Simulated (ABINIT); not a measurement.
# BaTiO3 (P4mm): making up for missing bands

Can a closure trick stand in for empty bands in GW on BaTiO3 (P4mm)?

Program: ABINIT 10.8.3. Level of theory: PBE and many-body steps on it, plane waves. Values are calculated unless marked as measured.

### Step 1. Starting point

It takes space group P4mm (No. 99, tetragonal). The conventional cell has a = 3.990 Å, b = 3.990 Å, c = 4.023 Å, α = 90.00°, β = 90.00°, γ = 90.00°. Nearest to Ba lie 12 O at 2.80 to 2.87 Å. Nearest to Ti lie 6 O at 1.84 to 2.18 Å. Nearest to O lie 2 Ti at 1.84 to 2.18 Å and 4 Ba at 2.82 Å. Nearest to O lie 2 Ti at 2.00 Å and 4 Ba at 2.80 to 2.87 Å. Farther neighbours, and contacts between anions beyond the nearest, are not listed.

The cell and positions come from the Crystallography Open Database and are kept as given unless a step says otherwise.

### Step 2. Empty states on the mesh, 4×4×4 mesh, 118 bands

This step: ABINIT 10.8.3; DFT, PBE, plane waves, norm-conserving pseudopotentials.

The sums over transitions need many empty states on a uniform mesh; this step solves for them.

The input, run.abi:

```
acell 3*1.0 Angstrom
rprim 
  3.990480000000 0.000000000000 0.000000000000
  0.000000000000 3.990480000000 0.000000000000
  0.000000000000 0.000000000000 4.023030000000
ntypat 3
znucl 56 22 8
natom 5
typat 1 2 3 3 3
xred 
  0.000000000000 0.000000000000 0.000000000000
  0.500000000000 0.500000000000 0.522000000000
  0.500000000000 0.500000000000 0.979000000000
  0.500000000000 0.000000000000 0.488000000000
  0.000000000000 0.500000000000 0.488000000000
pp_dirpath "pseudos"
pseudos "Ba.upf, Ti.upf, O.upf"
ecut 38
ngkpt 4 4 4
nshiftk 1
shiftk 0 0 0
kptopt 1
chksymbreak 0
iscf -2
irdden 1
istwfk *1
nband 118
nbdbuf 10
tolwfr 1e-09
nstep 60
prtvol 0
indata_prefix "in"
outdata_prefix "out"
tmpdata_prefix "tmp"
```

Launch:

```sh
$ OMP_NUM_THREADS=1 mpirun -n 8 abinit run.abi > log
```

The program printed:

```text
.Version 10.8.3 of ABINIT. v10.8.2 released Aug 2026.

 Symmetries : space group P4 m m (# 99); Bravais tP (primitive tetrag.)
[... echo of the input left out ...]
== DATASET  1 ==================================================================
-   mpi_nproc: 8, omp_nthreads: 1 (-1 if OMP is not activated)

--- !DatasetInfo
iteration_state: {dtset: 1, }
dimensions: {natom: 5, nkpt: 18, mband: 118, nsppol: 1, nspinor: 1, nspden: 1, mpw: 4868, }
cutoff_energies: {ecut:  38.0, pawecutdg:  -1.0, }
[...]
2.42600    2.43655    2.43655    2.44335    2.46416    2.46530    2.46530    2.48234
   2.48248    2.51304    2.52516    2.52516    2.60731    2.69769    2.70931    2.70932
   2.73998    2.74249    2.74251    2.76207    2.76330    2.76425
 prteigrs : prtvol=0 or 1, do not print more k-points.

== END DATASET(S) ==============================================================
================================================================================

 -outvars: echo values of variables after computation  --------
            nband         118
             nkpt          18
          spgroup          99
 [... the other variables as echoed above ...]

 Calculation completed.
```

Elapsed: 29 s, on 8 MPI ranks of AMD EPYC 9R45, shared host; peak memory 0.77 GiB.

Numbers from this step:

```
gap                                                           : 1.851 eV
k of the valence top                                          : 0.5, 0.5, 0.5
k of the conduction bottom                                    : 0, 0, 0
least direct gap                                              : 2.222 eV
k points computed                                             : 18
lowest point of the top converged band, above the valence top : 60.6885 eV
```

On this mesh the gap is 1.851 eV.

The density comes from a self-consistent run that is not shown.

### Step 3. Screening, 4×4×4 mesh, 108 bands, screening to 152.4 eV

The RPA dielectric matrix is built and inverted for each q.

This step: RPA screening on PBE, plane waves, norm-conserving pseudopotentials.

Edit run.abi of step 2 so:

```diff
@@ -23,10 +23,11 @@
 chksymbreak 0
-iscf -2
-irdden 1
 istwfk *1
-nband 118
-nbdbuf 10
-tolwfr 1e-09
-nstep 60
-prtvol 0
+occopt 1
+irdwfk 1
+optdriver 3
+nband 108
+ecuteps 5.6
+inclvkb 2
+awtr 1
+symchi 1
 indata_prefix "in"
```

The program printed:

```text
.Version 10.8.3 of ABINIT. v10.8.2 released Aug 2026.

 Symmetries : space group P4 m m (# 99); Bravais tP (primitive tetrag.)
[... echo of the input left out ...]
== DATASET  1 ==================================================================
-   mpi_nproc: 8, omp_nthreads: 1 (-1 if OMP is not activated)

--- !DatasetInfo
iteration_state: {dtset: 1, }
dimensions: {natom: 5, nkpt: 18, mband: 108, nsppol: 1, nspinor: 1, nspden: 1, mpw: 4868, }
cutoff_energies: {ecut:  38.0, pawecutdg:  -1.0, }
electrons: {nelect:   4.00000000E+01, charge:   0.00000000E+00, occopt:   1.00000000E+00, tsmear:   1.00000000E-02, }

 SCREENING: Calculation of the susceptibility and dielectric matrices

 Based on a program developped by R.W. Godby, V. Olevano, G. Onida, and L. Reining.
 Incorporated in ABINIT by V. Olevano, G.-M. Rignanese, and M. Torrent.
.Using double precision arithmetic ; gwpc =  8

[... cell and pseudopotentials left out ...]
--------------------------------------------------------------------------------

 ==== K-mesh for the wavefunctions ====
 Number of points in the irreducible wedge :    18
[... list of points left out ...]
 Together with  8 symmetry operations and time-reversal symmetry
 yields    64 points in the full Brillouin Zone.

 ==== Q-mesh for the screening function ====
 Number of points in the irreducible wedge :    18
[... list of points left out ...]
 Together with  8 symmetry operations and time-reversal symmetry
 yields    64 points in the full Brillouin Zone.

 setmesh: FFT mesh size selected  =    30x   30x   30
          total number of points  =        27000

 vcoul_init : cutoff-mode = AUXILIARY_FUNCTION
 q-points for optical limit:   1
     1)      0.000010    0.000020    0.000030

- screening: taking advantage of time-reversal symmetry
- Maximum band index for partially occupied states nbvw = 20
- Remaining bands to be divided among processors   nbcw = 88
- Number of bands treated by each node ~11

 Number of electrons calculated from density =   40.0000; Expected =   40.0000
 average of density, n =  0.092525
 r_s =    1.3716
 omega_plasma =   29.3417 [eV]

 calculating chi0 at frequencies [eV] :
  1    0.000000E+00    0.000000E+00
  2    0.000000E+00    2.934172E+01

--------------------------------------------------------------------------------
  q-point number  1        q = ( 0.000000, 0.000000, 0.000000) [r.l.u.]
--------------------------------------------------------------------------------
[... chi0 elements left out ...]
 For q-point:  0.000010 0.000020 0.000030
  dielectric constant =   5.7955
  dielectric constant without local fields =   6.4255

  Average fulfillment of the sum rule on Im[epsilon] for q-point    1 :     60.73  [%]
[... wings left out ...]
  q-point number  2        q = ( 0.250000, 0.000000, 0.000000) [r.l.u.]
--------------------------------------------------------------------------------
[... chi0 elements left out ...]
  Average fulfillment of the sum rule on Im[epsilon] for q-point    2 :     73.79  [%]

 [... 16 further q-points ...]
```

Run time: 35 s. Hardware: 8 MPI ranks; peak memory 3 GiB.

Read from the output:

```yaml
eps_infinity_with_local_fields_on_this_mesh: 5.795
eps_infinity_without_local_fields_on_this_mesh: 6.426
plasma_frequency: 29.34 eV
plane_waves_in_the_screening_matrix: 257
```

Local fields lower ε∞ by 10 %. On a Γ-centred mesh this coarse the value itself is usually too large, while a short band sum pulls it down.

### Step 4. 108 bands

The self-energy is evaluated for the states that the input lists, and the quasiparticle equation is solved.

This step: G0W0 on PBE, plane waves, norm-conserving pseudopotentials.

Edit run.abi of step 3 so:

```diff
@@ -26,8 +26,17 @@
 irdwfk 1
-optdriver 3
+optdriver 4
 nband 108
+gwcalctyp 0
+ecutsigx 38
+symsigma 1
+nkptgw 2
+kptgw 
+  0.5000000000 0.5000000000 0.5000000000
+  0.0000000000 0.0000000000 0.0000000000
+bdgw 
+  18 23
+  19 23
 ecuteps 5.6
-inclvkb 2
-awtr 1
-symchi 1
+irdscr 1
+ppmodel 1
 indata_prefix "in"
```

The program printed:

```text
.Version 10.8.3 of ABINIT. v10.8.2 released Aug 2026.

 Symmetries : space group P4 m m (# 99); Bravais tP (primitive tetrag.)
[... echo of the input left out ...]
== DATASET  1 ==================================================================
-   mpi_nproc: 8, omp_nthreads: 1 (-1 if OMP is not activated)

--- !DatasetInfo
iteration_state: {dtset: 1, }
dimensions: {natom: 5, nkpt: 18, mband: 108, nsppol: 1, nspinor: 1, nspden: 1, mpw: 4868, }
cutoff_energies: {ecut:  38.0, pawecutdg:  -1.0, }
electrons: {nelect:   4.00000000E+01, charge:   0.00000000E+00, occopt:   1.00000000E+00, tsmear:   1.00000000E-02, }

 SIGMA: Calculation of the GW corrections

 Based on a program developped by R.W. Godby, V. Olevano, G. Onida, and L. Reining.
 Incorporated in ABINIT by V. Olevano, G.-M. Rignanese, and M. Torrent.
.Using double precision arithmetic ; gwpc =  8

[... cell and pseudopotentials left out ...]
--------------------------------------------------------------------------------

 ==== K-mesh for the wavefunctions ====
 Number of points in the irreducible wedge :    18
[... list of points left out ...]
 Together with  8 symmetry operations and time-reversal symmetry
 yields    64 points in the full Brillouin Zone.

 ==== Q-mesh for screening function ====
 Number of points in the irreducible wedge :    18
[... list of points left out ...]
 Together with  8 symmetry operations and time-reversal symmetry
 yields    64 points in the full Brillouin Zone.

 vcoul_init : cutoff-mode = AUXILIARY_FUNCTION
 q-points for optical limit:   1
     1)      0.000010    0.000020    0.000030
 setmesh: FFT mesh size selected  =    45x   45x   45
          total number of points  =        91125

 Number of electrons calculated from density =   40.0000; Expected =   40.0000
 average of density, n =  0.092525
 r_s =    1.3716
 omega_plasma =   29.3417 [eV]

 === KS Band Gaps ===
  >>>> For spin  1
   Minimum direct gap =   2.2217 [eV], located at k-point      :   0.0000  0.0000  0.0000
   Fundamental gap    =   1.8512 [eV], Top of valence bands at :   0.5000  0.5000  0.5000
                                       Bottom of conduction at :   0.0000  0.0000  0.0000
 SIGMA fundamental parameters:
 PLASMON POLE MODEL  1
 number of plane-waves for SigmaX                 4865
 number of plane-waves for SigmaC and W            257
 number of plane-waves for wavefunctions          4865
 number of bands                                   108
 number of independent spin polarizations            1
 number of spinorial components                      1
 number of k-points in IBZ                          18
 number of q-points in IBZ                          18
 number of symmetry operations                       8
 number of k-points in BZ                           64
 number of q-points in BZ                           64
 number of frequencies for dSigma/dE                 9
 frequency step for dSigma/dE [eV]                0.25
 number of omega for Sigma on real axis              0
 max omega for Sigma on real axis  [eV]           0.00
 zcut for avoiding poles [eV]                     0.10

 EPSILON^-1 parameters (SCR file):
 dimension of the eps^-1 matrix on file            257
 dimension of the eps^-1 matrix used               257
 number of plane-waves for wavefunctions          4865
 number of bands                                   108
 number of q-points in IBZ                          18
 number of frequencies                               2
 number of real frequencies                          1
 number of imag frequencies                          1

 matrix elements of self-energy operator (all in [eV])

 Perturbative Calculation

--- !SelfEnergy_ee
iteration_state: {dtset: 1, }
kpoint     : [   0.500,    0.500,    0.500, ]
spin       : 1
KS_gap     :    4.248
QP_gap     :    6.107
Delta_QP_KS:    1.859
data: !SigmaeeData |
     Band     E0 <VxcDFT>   SigX SigC(E0)      Z dSigC/dE  Sig(E)    E-E0       E
       18   6.542 -19.963 -24.993   5.102   0.765  -0.307 -19.908   0.055   6.597
       19   6.542 -19.963 -24.993   5.102   0.765  -0.307 -19.908   0.055   6.597
       20   6.718 -20.008 -25.051   5.159   0.764  -0.310 -19.920   0.088   6.806
       21  10.965 -21.853 -13.090  -6.145   0.744  -0.345 -19.906   1.947  12.913
       22  10.977 -21.854 -13.211  -5.999   0.742  -0.348 -19.893   1.961  12.938
       23  10.977 -21.854 -13.211  -5.999   0.742  -0.348 -19.893   1.961  12.938

--- !SelfEnergy_ee
iteration_state: {dtset: 1, }
kpoint     : [   0.000,    0.000,    0.000, ]
spin       : 1
KS_gap     :    2.222
QP_gap     :    3.756
Delta_QP_KS:    1.534
data: !SigmaeeData |
     Band     E0 <VxcDFT>   SigX SigC(E0)      Z dSigC/dE  Sig(E)    E-E0       E
       19   6.347 -20.006 -24.534   4.620   0.770  -0.299 -19.935   0.070   6.418
       20   6.347 -20.006 -24.534   4.620   0.770  -0.299 -19.935   0.070   6.418
       21   8.569 -18.775 -11.365  -5.355   0.781  -0.281 -17.171   1.604  10.173
       22   8.936 -19.060 -12.059  -4.909   0.779  -0.283 -17.430   1.631  10.567
       23   8.936 -19.060 -12.059  -4.909   0.779  -0.283 -17.430   1.631  10.567

== END DATASET(S) ==============================================================
================================================================================

 -outvars: echo values of variables after computation  --------
           etotal      0.0000000000E+00
            nband         108
             nkpt          18
          spgroup          99
 [... the other variables as echoed above ...]

 Calculation completed.
```

Elapsed: 7.9 s, on 8 MPI ranks; peak memory 2.2 GiB; 62 s of CPU time.

Read from the output:

- G0W0 gap on the mesh: 3.367 eV
- starting gap on the mesh: 1.851 eV
- k of the valence top: 0.5, 0.5, 0.5
- k of the conduction bottom: 0, 0, 0
- Z at the valence top: 0.764
- Z at the conduction bottom: 0.781
- least direct G0W0 gap on the computed points: 3.755 eV

The gap on the mesh goes from 1.85 eV to 3.37 eV, a correction of +1.52 eV.

### Step 5. Screening, 4×4×4 mesh, 28 bands, screening to 152.4 eV

This step: RPA screening on PBE, plane waves, norm-conserving pseudopotentials.

Edit run.abi of step 4 so:

```diff
@@ -26,17 +26,8 @@
 irdwfk 1
-optdriver 4
-nband 108
-gwcalctyp 0
-ecutsigx 38
-symsigma 1
-nkptgw 2
-kptgw 
-  0.5000000000 0.5000000000 0.5000000000
-  0.0000000000 0.0000000000 0.0000000000
-bdgw 
-  18 23
-  19 23
+optdriver 3
+nband 28
 ecuteps 5.6
-irdscr 1
-ppmodel 1
+inclvkb 2
+awtr 1
+symchi 1
 indata_prefix "in"
```

The program printed:

```text
.Version 10.8.3 of ABINIT. v10.8.2 released Aug 2026.

 Symmetries : space group P4 m m (# 99); Bravais tP (primitive tetrag.)
[... echo of the input left out ...]
== DATASET  1 ==================================================================
-   mpi_nproc: 8, omp_nthreads: 1 (-1 if OMP is not activated)

--- !DatasetInfo
iteration_state: {dtset: 1, }
dimensions: {natom: 5, nkpt: 18, mband: 28, nsppol: 1, nspinor: 1, nspden: 1, mpw: 4868, }
cutoff_energies: {ecut:  38.0, pawecutdg:  -1.0, }
electrons: {nelect:   4.00000000E+01, charge:   0.00000000E+00, occopt:   1.00000000E+00, tsmear:   1.00000000E-02, }

 SCREENING: Calculation of the susceptibility and dielectric matrices

 Based on a program developped by R.W. Godby, V. Olevano, G. Onida, and L. Reining.
 Incorporated in ABINIT by V. Olevano, G.-M. Rignanese, and M. Torrent.
.Using double precision arithmetic ; gwpc =  8

[... cell and pseudopotentials left out ...]
--------------------------------------------------------------------------------

 ==== K-mesh for the wavefunctions ====
 Number of points in the irreducible wedge :    18
[... list of points left out ...]
 Together with  8 symmetry operations and time-reversal symmetry
 yields    64 points in the full Brillouin Zone.

 ==== Q-mesh for the screening function ====
 Number of points in the irreducible wedge :    18
[... list of points left out ...]
 Together with  8 symmetry operations and time-reversal symmetry
 yields    64 points in the full Brillouin Zone.

 setmesh: FFT mesh size selected  =    30x   30x   30
          total number of points  =        27000

 vcoul_init : cutoff-mode = AUXILIARY_FUNCTION
 q-points for optical limit:   1
     1)      0.000010    0.000020    0.000030

- screening: taking advantage of time-reversal symmetry
- Maximum band index for partially occupied states nbvw = 20
- Remaining bands to be divided among processors   nbcw = 8
- Number of bands treated by each node ~1

 Number of electrons calculated from density =   40.0000; Expected =   40.0000
 average of density, n =  0.092525
 r_s =    1.3716
 omega_plasma =   29.3417 [eV]

 calculating chi0 at frequencies [eV] :
  1    0.000000E+00    0.000000E+00
  2    0.000000E+00    2.934172E+01

--------------------------------------------------------------------------------
  q-point number  1        q = ( 0.000000, 0.000000, 0.000000) [r.l.u.]
--------------------------------------------------------------------------------
[... chi0 elements left out ...]
 For q-point:  0.000010 0.000020 0.000030
  dielectric constant =   4.9636
  dielectric constant without local fields =   5.4589

  Average fulfillment of the sum rule on Im[epsilon] for q-point    1 :     11.19  [%]
[... wings left out ...]
  q-point number  2        q = ( 0.250000, 0.000000, 0.000000) [r.l.u.]
--------------------------------------------------------------------------------
[... chi0 elements left out ...]
  Average fulfillment of the sum rule on Im[epsilon] for q-point    2 :     26.69  [%]

 [... 16 further q-points ...]
```

The job ended after 6 s (8 MPI ranks; peak memory 2 GiB).

This step gave:

| Property | Result |
| --- | --- |
| ε∞ with local fields, on this mesh | 4.964 |
| ε∞ without local fields, on this mesh | 5.459 |
| plasma frequency | 29.34 eV |
| plane waves in the screening matrix | 257 |

[end of part 1 of 2]

[Long decimals in the printed logs are rounded to 6 places.]

[Logs are printed without paths, hosts, clocks, repeated set-up lines and the standing remarks that a program may print on its own settings, such as how far it seeks lower states.]

[Paths, hosts, dates, memory and timing lines, banners, echoed tables and standing remarks are left out of the program output; an Ansatz launch command may be rebuilt from the run's recorded settings. Measured values are a selection of at most five: reports struck by readers or far from the other reports are left out. None is set beside runs whose start may be inverted or whose files or cutoffs have a known fault.]

[Runs of the session that timed out or met a known fault of the program may be left out.]

[Hosts, paths, dates, database ids (printed as entryN), source tags and the programs' standing remarks are cut or masked in the printed files.]

[G0W0 gaps are taken among the corrected bands and points alone; a level outside them can change the order at an edge.]

[Where Ansatz stands beside ABINIT at settings called matched, ABINIT's density can come from a denser mesh and the files from another edition; pairs whose starting gaps differed by over 0.03 eV were left out, so agreement reads better than it is.]
